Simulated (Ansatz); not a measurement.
In doubt: one-shot GW on d or f shells is unsure, so the values of those runs are not to be relied on.

Rows from a G0W0 calculation on GaCuSe2 (I-42d) (Ansatz 0.2.0; G0W0 on LDA, plane waves, PAW; PAW set soft_1; 4×4×4 mesh, 395 empty bands, screening to 100 eV, PAW set soft_1 files), in eV. Spin-orbit coupling is left out.

| row | Σx | Σc | Vxc | Z |
| --- | --- | --- | --- | --- |
| A | -11.33 | -3.50 | -15.41 | 0.74 |
| B | -9.61 | -3.43 | -13.32 | 0.74 |
| C | -31.02 | 4.35 | -26.56 | 0.68 |
| D | -30.57 | 4.24 | -26.22 | 0.69 |

**Question.** Which rows are filled states and which are empty ones, and how can one tell?

Filled: C and D. Empty: A and B. The sign of Σc tells: for a filled state bare exchange, which holds its interaction with itself, lies below Vxc (Σx − Vxc is -4.4 eV or lower here) and screening gives part back as a positive Σc. For an empty state Σx lies above Vxc (+3.7 eV or more) and the Coulomb hole leaves Σc negative.

[Runs of the session that timed out or met a known fault of the program may be left out.]

[Cells called generated may have been cut or substituted from an entry of the Crystallography Open Database or the Materials Project.]

[Hosts, paths, dates, database ids (printed as entryN), source tags and the programs' standing remarks are cut or masked in the printed files.]
